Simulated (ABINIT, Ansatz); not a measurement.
# A GW chain in ABINIT: Sr2H3I (P-3m1), part 2 of 3

Aim: the G0W0 gap of Sr2H3I (P-3m1) on LDA, step by step.

ABINIT 10.8.3; LDA and many-body steps on it, plane waves. Known limits of the many-body steps: not at the basis limit; no spin-orbit coupling; coarse k mesh.

So far. Step 2 (Ground state): The gap is indirect, with the least direct gap 0.57 eV higher.

### Step 3. Bands along the symmetry lines

Level of this step: DFT, LDA, plane waves, norm-conserving pseudopotentials (ABINIT).

The cheap functional maps the bands first; the places of the edges decide which points the dearer methods must see.

File run.abi:

```
acell 3*1.0 Angstrom
rprim 
  4.242728767114 -0.000000000028 0.000000000000
  -2.121364383533 3.674310893702 0.000000000000
  0.000000000000 0.000000000000 7.682747430000
ntypat 3
znucl 38 1 53
natom 6
typat 1 1 2 2 2 3
xred 
  0.666666666667 0.333333333333 0.678655290000
  0.333333333333 0.666666666667 0.321344710000
  0.000000000000 0.000000000000 0.500000000000
  0.666666666667 0.333333333333 0.357251500000
  0.333333333333 0.666666666667 0.642748500000
  0.000000000000 0.000000000000 0.000000000000
pp_dirpath "pseudos"
pseudos "Sr.upf, H.upf, I.upf"
ecut 31
iscf -2
irdden 1
kptopt 0
nkpt 75
kpt 
  0.00000000 0.00000000 0.00000000
  0.06250000 0.00000000 0.00000000
  0.12500000 0.00000000 0.00000000
  0.18750000 0.00000000 0.00000000
  0.25000000 0.00000000 0.00000000
  0.31250000 0.00000000 0.00000000
  0.37500000 0.00000000 0.00000000
  0.43750000 0.00000000 0.00000000
  0.50000000 0.00000000 0.00000000
  0.47916667 0.04166667 0.00000000
  0.45833333 0.08333333 0.00000000
  0.43750000 0.12500000 0.00000000
  0.41666666 0.16666666 0.00000000
  0.39583333 0.20833333 0.00000000
  0.37500000 0.25000000 0.00000000
  0.35416666 0.29166666 0.00000000
  0.33333333 0.33333333 0.00000000
  0.29166666 0.29166666 0.00000000
  0.25000000 0.25000000 0.00000000
  0.20833333 0.20833333 0.00000000
  0.16666666 0.16666666 0.00000000
  0.12500000 0.12500000 0.00000000
  0.08333333 0.08333333 0.00000000
  0.04166667 0.04166667 0.00000000
  0.00000000 0.00000000 0.00000000
  0.00000000 0.00000000 0.06250000
  0.00000000 0.00000000 0.12500000
  0.00000000 0.00000000 0.18750000
  0.00000000 0.00000000 0.25000000
  0.00000000 0.00000000 0.31250000
  0.00000000 0.00000000 0.37500000
  0.00000000 0.00000000 0.43750000
  0.00000000 0.00000000 0.50000000
  0.06250000 0.00000000 0.50000000
  0.12500000 0.00000000 0.50000000
  0.18750000 0.00000000 0.50000000
  0.25000000 0.00000000 0.50000000
  0.31250000 0.00000000 0.50000000
  0.37500000 0.00000000 0.50000000
  0.43750000 0.00000000 0.50000000
  0.50000000 0.00000000 0.50000000
  0.47916667 0.04166667 0.50000000
  0.45833333 0.08333333 0.50000000
  0.43750000 0.12500000 0.50000000
  0.41666666 0.16666666 0.50000000
  0.39583333 0.20833333 0.50000000
  0.37500000 0.25000000 0.50000000
  0.35416666 0.29166666 0.50000000
  0.33333333 0.33333333 0.50000000
  0.29166666 0.29166666 0.50000000
  0.25000000 0.25000000 0.50000000
  0.20833333 0.20833333 0.50000000
  0.16666666 0.16666666 0.50000000
  0.12500000 0.12500000 0.50000000
  0.08333333 0.08333333 0.50000000
  0.04166667 0.04166667 0.50000000
  0.00000000 0.00000000 0.50000000
  0.50000000 0.00000000 0.50000000
  0.50000000 0.00000000 0.43750000
  0.50000000 0.00000000 0.37500000
  0.50000000 0.00000000 0.31250000
  0.50000000 0.00000000 0.25000000
  0.50000000 0.00000000 0.18750000
  0.50000000 0.00000000 0.12500000
  0.50000000 0.00000000 0.06250000
  0.50000000 0.00000000 0.00000000
  0.33333333 0.33333333 0.50000000
  0.33333333 0.33333333 0.43750000
  0.33333333 0.33333333 0.37500000
  0.33333333 0.33333333 0.31250000
  0.33333333 0.33333333 0.25000000
  0.33333333 0.33333333 0.18750000
  0.33333333 0.33333333 0.12500000
  0.33333333 0.33333333 0.06250000
  0.33333333 0.33333333 0.00000000
istwfk *1
nband 22
nbdbuf 2
tolwfr 1e-08
nstep 40
prtwf 0
prtvol 0
indata_prefix "in"
outdata_prefix "out"
tmpdata_prefix "tmp"
```

On the command line:

```
> OMP_NUM_THREADS=1 mpirun -n 4 abinit run.abi > log
```

Numbers of over 12 decimals in the logs are rounded to 6 here.

Log:

```text
.Version 10.8.3 of ABINIT. v10.8.2 released Aug 2026.

 Symmetries : space group P-3 m 1 (#164); Bravais hP (primitive hexag.)
[... echo of the input left out ...]
== DATASET  1 ==================================================================
-   mpi_nproc: 4, omp_nthreads: 1 (-1 if OMP is not activated)

--- !DatasetInfo
iteration_state: {dtset: 1, }
dimensions: {natom: 6, nkpt: 75, mband: 22, nsppol: 1, nspinor: 1, nspden: 1, mpw: 6702, }
cutoff_energies: {ecut:  31.0, pawecutdg:  -1.0, }
electrons: {nelect:   3.00000000E+01, charge:   0.00000000E+00, occopt:   1.00000000E+00, tsmear:   1.00000000E-02, }

 Real(R)+Recip(G) space primitive vectors, cartesian coordinates (Bohr,Bohr^-1):
 R(1)=  8.0175954  0.0000000  0.0000000  G(1)=  0.1247257  0.0720104  0.0000000
 R(2)= -4.0087977  6.9434413  0.0000000  G(2)=  0.0000000  0.1440208  0.0000000
 R(3)=  0.0000000  0.0000000 14.5182885  G(3)=  0.0000000  0.0000000  0.0688786
 Unit cell volume ucvol=  8.0822881E+02 bohr^3
 Angles (23,13,12)=  9.00000000E+01  9.00000000E+01  1.20000000E+02 degrees

 getcut: wavevector=  0.0000  0.0000  0.0000  ngfft=  45  45  75
         ecut(hartree)=     31.000   => boxcut(ratio)=   2.03362

--- Pseudopotential description ------------------------------------------------
- Sr Generated using ONCVPSP code by D. R. Hamann
- 38.00000  10.00000  180309                  znucl, zion, pspdat
12 -1012 2 -1 1812                            pspcod,pspxc,lmax,lloc,mmax
     nproj     2     2     2
  pspatm : epsatm=   12.22067766
         --- l  ekb(1:nproj) -->
             0   10.067142    1.054393
             1    7.520551    1.675795
             2    4.085003    0.971115
 pspatm: atomic psp has been read  and splines computed

- H Generated using ONCVPSP code by D. R. Hamann
-  1.00000   1.00000  180309                  znucl, zion, pspdat
12 -1012 1 -1 1180                            pspcod,pspxc,lmax,lloc,mmax
     nproj     2     1     0
  pspatm : epsatm=    0.35439867
         --- l  ekb(1:nproj) -->
[...]
1   -0.275071
 pspatm: atomic psp has been read  and splines computed

- I Generated using ONCVPSP code by D. R. Hamann
- 53.00000   7.00000  180309                  znucl, zion, pspdat
12 -1012 2 -1 1182                            pspcod,pspxc,lmax,lloc,mmax
     nproj     2     2     2
  pspatm : epsatm=   17.18700033
         --- l  ekb(1:nproj) -->
[...]
pspatm: atomic psp has been read  and splines computed

--------------------------------------------------------------------------------

================================================================================
 prteigrs : about to open file out_EIG
 Non-SCF case, kpt    1 (  0.00000  0.00000  0.00000), residuals and eigenvalues=
  5.34E-09  2.35E-09  2.84E-09  1.28E-09  2.47E-09  2.76E-09  4.37E-09  7.14E-09
[...]
2.9238E-01  3.0099E-01  3.1782E-01  3.3609E-01
[...]
Non-SCF case, kpt   74 (  0.33333  0.33333  0.06250), residuals and eigenvalues=
[...]
Non-SCF case, kpt   75 (  0.33333  0.33333  0.00000), residuals and eigenvalues=
[...]
--- !ResultsGS
iteration_state: {dtset: 1, }
comment   : Summary of ground state results
lattice_vectors:
- [  8.0175954,  -0.0000000,   0.0000000, ]
- [ -4.0087977,   6.9434413,   0.0000000, ]
- [  0.0000000,   0.0000000,  14.5182885, ]
lattice_lengths: [   8.01760,    8.01760,   14.51829, ]
lattice_angles: [ 90.000,  90.000, 120.000, ] # degrees, (23, 13, 12)
lattice_volume:   8.0822881E+02
convergence: {deltae:  0.000E+00, res2:  0.000E+00, residm:  9.993E-09, diffor:  0.000E+00, }
etotal    :  -8.34796165E+01
entropy   :   0.00000000E+00
fermie    :   1.83529063E-01
cartesian_stress_tensor: null
pressure_GPa: null
xred      :
- [  6.6667E-01,   3.3333E-01,   6.7866E-01, Sr]
- [  3.3333E-01,   6.6667E-01,   3.2134E-01, Sr]
- [  0.0000E+00,   0.0000E+00,   5.0000E-01,  H]
- [  6.6667E-01,   3.3333E-01,   3.5725E-01,  H]
- [  3.3333E-01,   6.6667E-01,   6.4275E-01,  H]
- [  0.0000E+00,   0.0000E+00,   0.0000E+00,  I]
cartesian_forces: null
force_length_stats: {min: null, max: null, mean: null, }

 Integrated electronic density in atomic spheres:
 ------------------------------------------------
 Atom  Sphere_radius  Integrated_density
[...]
================================================================================

 ----iterations are completed or convergence reached----

 Mean square residual over all n,k,spin=   52.193E-10; max=  99.930E-10
 reduced coordinates (array xred) for    6 atoms
[...]
0.333333333333      0.666666666667      0.642748500000
       0.000000000000      0.000000000000      0.000000000000

 cartesian coordinates (angstrom) at end:
[...]
5      1.6e-11     2.449541     4.938074
    6      0.000000     0.000000     0.000000
 length scales=  1.889726125908  1.889726125908  1.889726125908 bohr
              =  1.000000000000  1.000000000000  1.000000000000 angstroms
 prteigrs : about to open file out_EIG
 Eigenvalues (hartree) for nkpt=  75  k points:
 kpt#   1, nband= 22, wtk=  1.00000, kpt=  0.0000  0.0000  0.0000 (reduced coord)
[...]
kpt#   2, nband= 22, wtk=  1.00000, kpt=  0.0625  0.0000  0.0000 (reduced coord)
[...]
kpt#   3, nband= 22, wtk=  1.00000, kpt=  0.1250  0.0000  0.0000 (reduced coord)
[...]
kpt#  74, nband= 22, wtk=  1.00000, kpt=  0.3333  0.3333  0.0625 (reduced coord)
[...]
0.25304    0.29618    0.34212    0.35478    0.35478    0.39755
 kpt#  75, nband= 22, wtk=  1.00000, kpt=  0.3333  0.3333  0.0000 (reduced coord)
  -1.10829   -1.10829   -0.45664   -0.45664   -0.45445   -0.44725   -0.44626   -0.44626
  -0.30959    0.02489    0.02489    0.04263    0.08068    0.08608    0.08608    0.25212
   0.25212    0.29657    0.34190    0.35515    0.35515    0.40069

== END DATASET(S) ==============================================================
================================================================================

 -outvars: echo values of variables after computation  --------
            nband          22
             nkpt          75
          spgroup         164
 [... the other variables as echoed above ...]

 Calculation completed.
```

Run time: 70 s. Hardware: 4 MPI ranks of Arm Neoverse V1, shared host; peak memory 0.46 GiB; 4.6 min of CPU time.

Numbers from this step:

| Item | Value |
| --- | --- |
| gap | 1.753 eV |
| k of the valence top | 0, 0, 0.5 |
| k of the conduction bottom | 0.1667, 0.1667, 0.5 |
| least direct gap | 2.319 eV |

The gap is 1.753 eV, as in the run before at this level.

Electronic bands along the path, in eV, zero at the top of the highest filled band:

```csv
point,band 12,band 13,band 14,band 15,band 16,band 17,band 18,band 19
Γ,-2.51,-2.49,-2.49,-0.12,2.57,2.66,2.66,2.73
halfway,-3.55,-2.78,-2.72,-1.41,2.91,2.92,2.96,3.18
M,-3.04,-3.01,-2.77,-2.76,2.30,3.02,3.19,3.25
halfway,-3.59,-2.92,-2.73,-2.63,1.94,2.60,2.99,3.79
K,-3.83,-2.80,-2.65,-2.65,1.87,1.87,3.08,4.31
halfway,-3.58,-3.05,-2.72,-1.63,2.69,2.95,3.02,3.03
Γ,-2.51,-2.49,-2.49,-0.12,2.57,2.66,2.66,2.73
halfway,-2.71,-2.50,-2.50,-0.06,2.51,2.53,2.53,2.97
A,-3.15,-2.51,-2.51,0.00,2.32,2.44,2.44,3.28
halfway,-3.23,-2.88,-2.79,-1.55,1.90,2.63,2.94,3.61
L,-3.22,-3.03,-2.90,-2.48,1.89,2.38,2.83,3.58
halfway,-3.53,-3.09,-2.88,-2.52,2.42,2.61,2.76,3.69
H,-3.91,-2.85,-2.85,-2.67,2.80,2.82,2.82,4.00
halfway,-3.28,-3.01,-2.82,-1.77,1.75,3.13,3.23,3.34
A,-3.15,-2.51,-2.51,0.00,2.32,2.44,2.44,3.28
jump to L,-3.22,-3.03,-2.90,-2.48,1.89,2.38,2.83,3.58
halfway,-3.06,-3.04,-2.95,-2.57,2.17,2.65,3.00,3.09
M,-3.04,-3.01,-2.77,-2.76,2.30,3.02,3.19,3.25
jump to H,-3.91,-2.85,-2.85,-2.67,2.80,2.82,2.82,4.00
halfway,-3.87,-2.75,-2.75,-2.73,2.24,2.24,2.94,4.42
K,-3.83,-2.80,-2.65,-2.65,1.87,1.87,3.08,4.31
```

### Step 4. Empty states on the mesh, 3×3×2 mesh, 597 bands

The sums over transitions need many empty states on a uniform mesh; this step solves for them.

File run.abi:

```
acell 3*1.0 Angstrom
rprim 
  4.242728767114 -0.000000000028 0.000000000000
  -2.121364383533 3.674310893702 0.000000000000
  0.000000000000 0.000000000000 7.682747430000
ntypat 3
znucl 38 1 53
natom 6
typat 1 1 2 2 2 3
xred 
  0.666666666667 0.333333333333 0.678655290000
  0.333333333333 0.666666666667 0.321344710000
  0.000000000000 0.000000000000 0.500000000000
  0.666666666667 0.333333333333 0.357251500000
  0.333333333333 0.666666666667 0.642748500000
  0.000000000000 0.000000000000 0.000000000000
pp_dirpath "pseudos"
pseudos "Sr.upf, H.upf, I.upf"
ecut 31
ngkpt 3 3 2
nshiftk 1
shiftk 0 0 0
kptopt 1
chksymbreak 0
iscf -2
irdden 1
istwfk *1
nband 597
nbdbuf 54
tolwfr 1e-09
nstep 60
prtvol 0
indata_prefix "in"
outdata_prefix "out"
tmpdata_prefix "tmp"
```

Log:

```text
.Version 10.8.3 of ABINIT. v10.8.2 released Aug 2026.

 Symmetries : space group P-3 m 1 (#164); Bravais hP (primitive hexag.)
[... echo of the input left out ...]
== DATASET  1 ==================================================================
-   mpi_nproc: 4, omp_nthreads: 1 (-1 if OMP is not activated)

--- !DatasetInfo
iteration_state: {dtset: 1, }
dimensions: {natom: 6, nkpt: 6, mband: 597, nsppol: 1, nspinor: 1, nspden: 1, mpw: 6684, }
cutoff_energies: {ecut:  31.0, pawecutdg:  -1.0, }
electrons: {nelect:   3.00000000E+01, charge:   0.00000000E+00, occopt:   1.00000000E+00, tsmear:   1.00000000E-02, }

 Real(R)+Recip(G) space primitive vectors, cartesian coordinates (Bohr,Bohr^-1):
 R(1)=  8.0175954  0.0000000  0.0000000  G(1)=  0.1247257  0.0720104  0.0000000
 R(2)= -4.0087977  6.9434413  0.0000000  G(2)=  0.0000000  0.1440208  0.0000000
 R(3)=  0.0000000  0.0000000 14.5182885  G(3)=  0.0000000  0.0000000  0.0688786
 Unit cell volume ucvol=  8.0822881E+02 bohr^3
 Angles (23,13,12)=  9.00000000E+01  9.00000000E+01  1.20000000E+02 degrees

 getcut: wavevector=  0.0000  0.0000  0.0000  ngfft=  45  45  75
         ecut(hartree)=     31.000   => boxcut(ratio)=   2.03362

--- Pseudopotential description ------------------------------------------------
- Sr Generated using ONCVPSP code by D. R. Hamann
- 38.00000  10.00000  180309                  znucl, zion, pspdat
12 -1012 2 -1 1812                            pspcod,pspxc,lmax,lloc,mmax
     nproj     2     2     2
  pspatm : epsatm=   12.22067766
         --- l  ekb(1:nproj) -->
             0   10.067142    1.054393
             1    7.520551    1.675795
             2    4.085003    0.971115
 pspatm: atomic psp has been read  and splines computed

- H Generated using ONCVPSP code by D. R. Hamann
-  1.00000   1.00000  180309                  znucl, zion, pspdat
12 -1012 1 -1 1180                            pspcod,pspxc,lmax,lloc,mmax
     nproj     2     1     0
  pspatm : epsatm=    0.35439867
         --- l  ekb(1:nproj) -->
[...]
1   -0.275071
 pspatm: atomic psp has been read  and splines computed

- I Generated using ONCVPSP code by D. R. Hamann
- 53.00000   7.00000  180309                  znucl, zion, pspdat
12 -1012 2 -1 1182                            pspcod,pspxc,lmax,lloc,mmax
     nproj     2     2     2
  pspatm : epsatm=   17.18700033
         --- l  ekb(1:nproj) -->
[...]
pspatm: atomic psp has been read  and splines computed

--------------------------------------------------------------------------------

================================================================================
 prteigrs : about to open file out_EIG
 Non-SCF case, kpt    1 (  0.00000  0.00000  0.00000), residuals and eigenvalues=
  5.98E-10  4.74E-10  1.14E-10  9.78E-11  1.85E-10  2.88E-10  1.94E-10  8.65E-10
[...]
2.45E-11  7.70E-11  3.57E-11  1.66E-10  4.63E-11  6.91E-11  9.97E-10  3.97E-11
[...]
1.66E-03  1.85E-03  3.55E-03  2.12E-03  1.61E-03
 -1.1097E+00 -1.1079E+00 -4.6108E-01 -4.4692E-01 -4.4692E-01 -4.4638E-01
 -4.4372E-01 -4.4372E-01 -3.2258E-01 -4.6092E-03  5.9492E-03  9.1165E-02
  9.2013E-02  9.2013E-02  1.7929E-01  2.7809E-01  2.8125E-01  2.8125E-01
[...]
5.8157E+00  5.8172E+00  5.8181E+00  5.8333E+00  5.8352E+00  5.8360E+00
  5.8369E+00  5.8407E+00  5.8462E+00  5.8481E+00  5.8592E+00  5.8621E+00
[...]
prteigrs : prtvol=0 or 1, do not print more k-points.

--- !ResultsGS
iteration_state: {dtset: 1, }
comment   : Summary of ground state results
lattice_vectors:
- [  8.0175954,  -0.0000000,   0.0000000, ]
- [ -4.0087977,   6.9434413,   0.0000000, ]
- [  0.0000000,   0.0000000,  14.5182885, ]
lattice_lengths: [   8.01760,    8.01760,   14.51829, ]
lattice_angles: [ 90.000,  90.000, 120.000, ] # degrees, (23, 13, 12)
lattice_volume:   8.0822881E+02
convergence: {deltae:  0.000E+00, res2:  0.000E+00, residm:  9.973E-10, diffor:  0.000E+00, }
etotal    :  -8.34796165E+01
entropy   :   0.00000000E+00
fermie    :   1.83529063E-01
cartesian_stress_tensor: null
pressure_GPa: null
xred      :
- [  6.6667E-01,   3.3333E-01,   6.7866E-01, Sr]
- [  3.3333E-01,   6.6667E-01,   3.2134E-01, Sr]
- [  0.0000E+00,   0.0000E+00,   5.0000E-01,  H]
- [  6.6667E-01,   3.3333E-01,   3.5725E-01,  H]
- [  3.3333E-01,   6.6667E-01,   6.4275E-01,  H]
- [  0.0000E+00,   0.0000E+00,   0.0000E+00,  I]
cartesian_forces: null
force_length_stats: {min: null, max: null, mean: null, }

 Integrated electronic density in atomic spheres:
 ------------------------------------------------
 Atom  Sphere_radius  Integrated_density
[...]
================================================================================

 ----iterations are completed or convergence reached----

 Mean square residual over all n,k,spin=   35.876E-11; max=  99.734E-11
 reduced coordinates (array xred) for    6 atoms
[...]
0.333333333333      0.666666666667      0.642748500000
       0.000000000000      0.000000000000      0.000000000000

 cartesian coordinates (angstrom) at end:
    1      2.121364     1.224770     5.213937
    2      1.6e-11     2.449541     2.468810
    3      0.000000     0.000000     3.841374
    4      2.121364     1.224770     2.744673
    5      1.6e-11     2.449541     4.938074
    6      0.000000     0.000000     0.000000
 length scales=  1.889726125908  1.889726125908  1.889726125908 bohr
              =  1.000000000000  1.000000000000  1.000000000000 angstroms
 prteigrs : about to open file out_EIG
 Eigenvalues (hartree) for nkpt=   6  k points:
 kpt#   1, nband=597, wtk=  0.05556, kpt=  0.0000  0.0000  0.0000 (reduced coord)
[...]
5.77426    5.77432    5.78173    5.79581    5.80622    5.80634    5.81575    5.81723
   5.81806    5.83333    5.83519    5.83603    5.83694    5.84065    5.84616    5.84808
   5.85921    5.86206    5.86975    5.88164    5.88714
 prteigrs : prtvol=0 or 1, do not print more k-points.

== END DATASET(S) ==============================================================
================================================================================

 -outvars: echo values of variables after computation  --------
            nband         597
             nkpt           6
          spgroup         164
 [... the other variables as echoed above ...]

 Calculation completed.
```

Elapsed: 12 min, on 4 MPI ranks; peak memory 0.79 GiB; 48 min of CPU time.

This step gave:

```yaml
gap: 1.866 eV
k_of_the_valence_top: 0, 0, 0.5
k_of_the_conduction_bottom: 0.3333, 0.3333, 0
least_direct_gap: 2.319 eV
k_points_computed: 6
lowest_point_of_the_top_converged_band_above_the_valence_top: 143.4816 eV
```

On this mesh the gap is 1.866 eV. The earlier step found 1.753 eV, so this mesh misses an edge.

(Part 2 of 3 ends here.)

[Paths, hosts, dates, memory and timing lines, banners, echoed tables and standing remarks are left out of the program output.]

[Logs are printed without paths, hosts, clocks, repeated set-up lines and the standing remarks that a program may print on its own settings, such as how far it seeks lower states.]

[Runs of the session that timed out or met a known fault of the program may be left out.]

[Hosts, paths, dates, database ids (printed as entryN), source tags and the programs' standing remarks are cut or masked in the printed files.]

[G0W0 gaps are taken among the corrected bands and points alone; a level outside them can change the order at an edge.]

[Where Ansatz stands beside ABINIT at settings called matched, ABINIT's density can come from a denser mesh and the files from another edition; pairs whose starting gaps differed by over 0.03 eV were left out, so agreement reads better than it is.]
